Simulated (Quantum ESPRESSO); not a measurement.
**HfO2 (Fm-3m): from Born charge to LO-TO splitting**

How high does the longitudinal optical mode of HfO2 (Fm-3m) lie, given the transverse one, the Born charge and ε∞?

Calculated with Quantum ESPRESSO 7.5; DFT PBE, scalar-relativistic, plane waves, PseudoDojo norm-conserving pseudopotentials.

## (1) The relaxed structure

Symmetry: Fm-3m, No. 225, cubic system. Conventional cell: a = 5.080 Å, b = 5.080 Å, c = 5.080 Å, α = 90.00°, β = 90.00°, γ = 90.00°. Nearest to Hf lie 8 O at 2.20 Å. O has 4 Hf at 2.20 Å nearest. Farther neighbours and most contacts between anions are not listed.

Coordinates:

```
Hf O
1.0
    -2.54007    0.00000    2.54007
     0.00000    2.54007    2.54007
    -2.54007    2.54007    0.00000
Hf O
1 2
Direct
  0.00000 0.00000 0.00000
  0.75000 0.75000 0.75000
  0.25000 0.25000 0.25000
```

This is the cell after its relaxation at this level of theory, not the database cell from which that began.

## (2) What the response run gave

A linear-response run on the relaxed cell, with the response to an electric field; only its zone-centre results are used. Cutoff 92 Ry, k mesh 8×8×8.

The program printed:

```text
[banners, grids, parts of the stress and lines that vanish by symmetry left out]
Program PHONON v.7.5
     Reading xml data from directory:

[...]
Exchange-correlation= PBE
                           (   1   4   3   4   0   0   0)
[...]
kinetic-energy cut-off    =      92.0000  Ry
     charge density cut-off    =     368.0000  Ry
     convergence threshold     =      1.0E-18
[...]
Exchange-correlation= PBE
                           (   1   4   3   4   0   0   0)
[...]
q = (   0.0000000   0.0000000   0.0000000 )
     49 Sym.Ops. (with q -> -q+G )
     G cutoff =  859.0904  (  26469 G-vectors)     FFT grid: ( 45, 45, 45)
     number of k points=    29
[...]
Mode symmetry, O_h (m-3m)  point group:
[...]
Dielectric constant
[...]
End of electric fields calculation
          Dielectric constant in cartesian axis
          (       5.164636726      -0.000000000      -0.000000000 )
          (      -0.000000000       5.164636726       0.000000000 )
          (      -0.000000000       0.000000000       5.164636726 )
          Effective charges (d Force / dE) in cartesian axis without acoustic sum rule applied (asr)
           atom    1  Hf    Mean Z*:        5.49943
      Ex  (        5.49943        0.00000       -0.00000 )
      Ey  (       -0.00000        5.49943        0.00000 )
      Ez  (       -0.00000        0.00000        5.49943 )
           atom    2  O     Mean Z*:       -2.74946
      Ex  (       -2.74946        0.00000        0.00000 )
      Ey  (        0.00000       -2.74946       -0.00000 )
      Ez  (        0.00000        0.00000       -2.74946 )
           atom    3  O     Mean Z*:       -2.74946
      Ex  (       -2.74946        0.00000        0.00000 )
      Ey  (        0.00000       -2.74946       -0.00000 )
      Ez  (       -0.00000       -0.00000       -2.74946 )
          Effective charges Sum: Mean:        0.00050
[...]
Effective charges (d Force / dE) in cartesian axis with asr applied:
           atom    1  Hf    Mean Z*:        5.49926
[...]
atom    2  O     Mean Z*:       -2.74963
[...]
atom    3  O     Mean Z*:       -2.74963
[...]
Representation #   1 modes #   1   2   3
[...]
End of self-consistent calculation
     Convergence has been achieved
     Representation #   2 modes #   4   5   6
[...]
End of self-consistent calculation
     Convergence has been achieved
     Representation #   3 modes #   7   8   9
[...]
End of self-consistent calculation
     Convergence has been achieved
[...]
Dielectric constant in cartesian axis
          (       5.164636726      -0.000000000      -0.000000000 )
          (      -0.000000000       5.164636726       0.000000000 )
          (      -0.000000000       0.000000000       5.164636726 )
          Effective charges (d Force / dE) in cartesian axis without acoustic sum rule applied (asr)
           atom    1  Hf    Mean Z*:        5.49943
      Ex  (        5.49943        0.00000       -0.00000 )
      Ey  (       -0.00000        5.49943        0.00000 )
      Ez  (       -0.00000        0.00000        5.49943 )
           atom    2  O     Mean Z*:       -2.74946
      Ex  (       -2.74946        0.00000        0.00000 )
      Ey  (        0.00000       -2.74946       -0.00000 )
      Ez  (        0.00000        0.00000       -2.74946 )
           atom    3  O     Mean Z*:       -2.74946
      Ex  (       -2.74946        0.00000        0.00000 )
      Ey  (        0.00000       -2.74946       -0.00000 )
      Ez  (       -0.00000       -0.00000       -2.74946 )
          Effective charges Sum: Mean:        0.00050
[...]
Effective charges (d Force / dE) in cartesian axis with asr applied:
           atom    1  Hf    Mean Z*:        5.49926
[...]
atom    2  O     Mean Z*:       -2.74963
[...]
atom    3  O     Mean Z*:       -2.74963
[...]
q = (    0.000000000   0.000000000   0.000000000 )
[...]
freq (    1) =      -0.045308 [THz] =      -1.511328 [cm-1]
     freq (    2) =      -0.045308 [THz] =      -1.511328 [cm-1]
     freq (    3) =      -0.045308 [THz] =      -1.511328 [cm-1]
     freq (    4) =       6.476125 [THz] =     216.020264 [cm-1]
     freq (    5) =       6.476125 [THz] =     216.020264 [cm-1]
     freq (    6) =       6.476125 [THz] =     216.020264 [cm-1]
     freq (    7) =      16.998494 [THz] =     567.008740 [cm-1]
     freq (    8) =      16.998494 [THz] =     567.008740 [cm-1]
     freq (    9) =      16.998494 [THz] =     567.008740 [cm-1]
[...]
Mode symmetry, O_h (m-3m)  point group:
     freq (   1-   3) =         -1.5  [cm-1]   --> T_1u G_15  G_4- I
     freq (   4-   6) =        216.0  [cm-1]   --> T_1u G_15  G_4- I
     freq (   7-   9) =        567.0  [cm-1]   --> T_2g G_25' G_5+ R

   JOB DONE.
```

```tsv
quantity	value
cell volume Ω (Å³)	32.777
mass of Hf (u)	178.490
mass of O (u)	15.999
Born charge of Hf, raw (e)	5.499
Born charge of O, raw (e)	-2.749
ε∞	5.165
ω(TO) after the sum rule (cm⁻¹)	216.0
```

## (3) The calculation

The charges must sum to zero over the cell; taking off their mean, 0.000 e, leaves Z* = 5.499 e on Hf. In the polar mode Hf moves against the two O, so the reduced mass is μ = 178.49 × 32.00 / 210.49 = 27.134 u.

A longitudinal wave builds up a field that adds to the restoring force: ω(LO)² = ω(TO)² + 4π Z*² / (μ Ω ε∞), in Hartree atomic units. With μ = 49462 electron masses and Ω = 221.19 bohr³ the second term is 6.7258e-06 Ha², or 323978 cm⁻² (1 Ha = 219474.6 cm⁻¹).

So ω(LO) = √(46673 + 323978) = 608.8 cm⁻¹, and by the Lyddane-Sachs-Teller relation ε₀ = ε∞ (ω(LO)/ω(TO))² = 41.01.

## (4) Check against the program

The analysis program adds the same non-analytic term to the full matrix, here for q along (1 0 0).

The program printed:

```text
[banners, grids, parts of the stress and lines that vanish by symmetry left out]
[banner, memory and clock lines left out]
Program DYNMAT v.7.5

     Reading Dynamical Matrix from file g.dyn
     ...Force constants read
     ...epsilon and Z* read

     Polarizability (A^3 units)
     multiply by 0.418723 for Clausius-Mossotti correction
        10.862677   -0.000000   -0.000000
        -0.000000   10.862677    0.000000
        -0.000000    0.000000   10.862677

     IR activities are in (D/A)^2/amu units

# mode   [cm-1]    [THz]      IR
    1     -0.00   -0.0000    0.0000
    2     -0.00   -0.0000    0.0000
[...]
8    567.02   16.9987    0.0000
    9    608.81   18.2516   25.7139

[end of the log left out, with the tail of the file of modes that dynmat.x writes under the same name]
```

ε₀ comes from the program's run without a direction of q.

```tsv
quantity	by hand	program
ω(LO) (cm⁻¹)	608.8	608.8
ε₀	41.01	41.01
```

## (5) Results

* TO mode: 216.0 cm⁻¹
* LO mode: 608.8 cm⁻¹
* static dielectric constant: 41.01

The LO mode of HfO2 (Fm-3m) lies at 609 cm⁻¹, 393 cm⁻¹ above the TO mode; the formula meets the program within 0.1 cm⁻¹, as it must for a cubic crystal with one polar mode. ω(LO)² − ω(TO)² goes with Z*²/ε∞: an error of 5 % in ε∞ would move the LO mode by 12.8 cm⁻¹, and semilocal functionals tend to overestimate ε∞. These are harmonic values at zero temperature, at the volume of this functional, for the structure held cubic; stability elsewhere in the zone is no part of this calculation.

[Host names and launcher messages were left out of these logs when they were recorded.]

[Logs are printed without paths, hosts, clocks, repeated set-up lines and the standing remarks that a program may print on its own settings, such as how far it seeks lower states.]

[Hosts, paths, dates, database ids (printed as entryN), source tags and the programs' standing remarks are cut or masked in the printed files.]
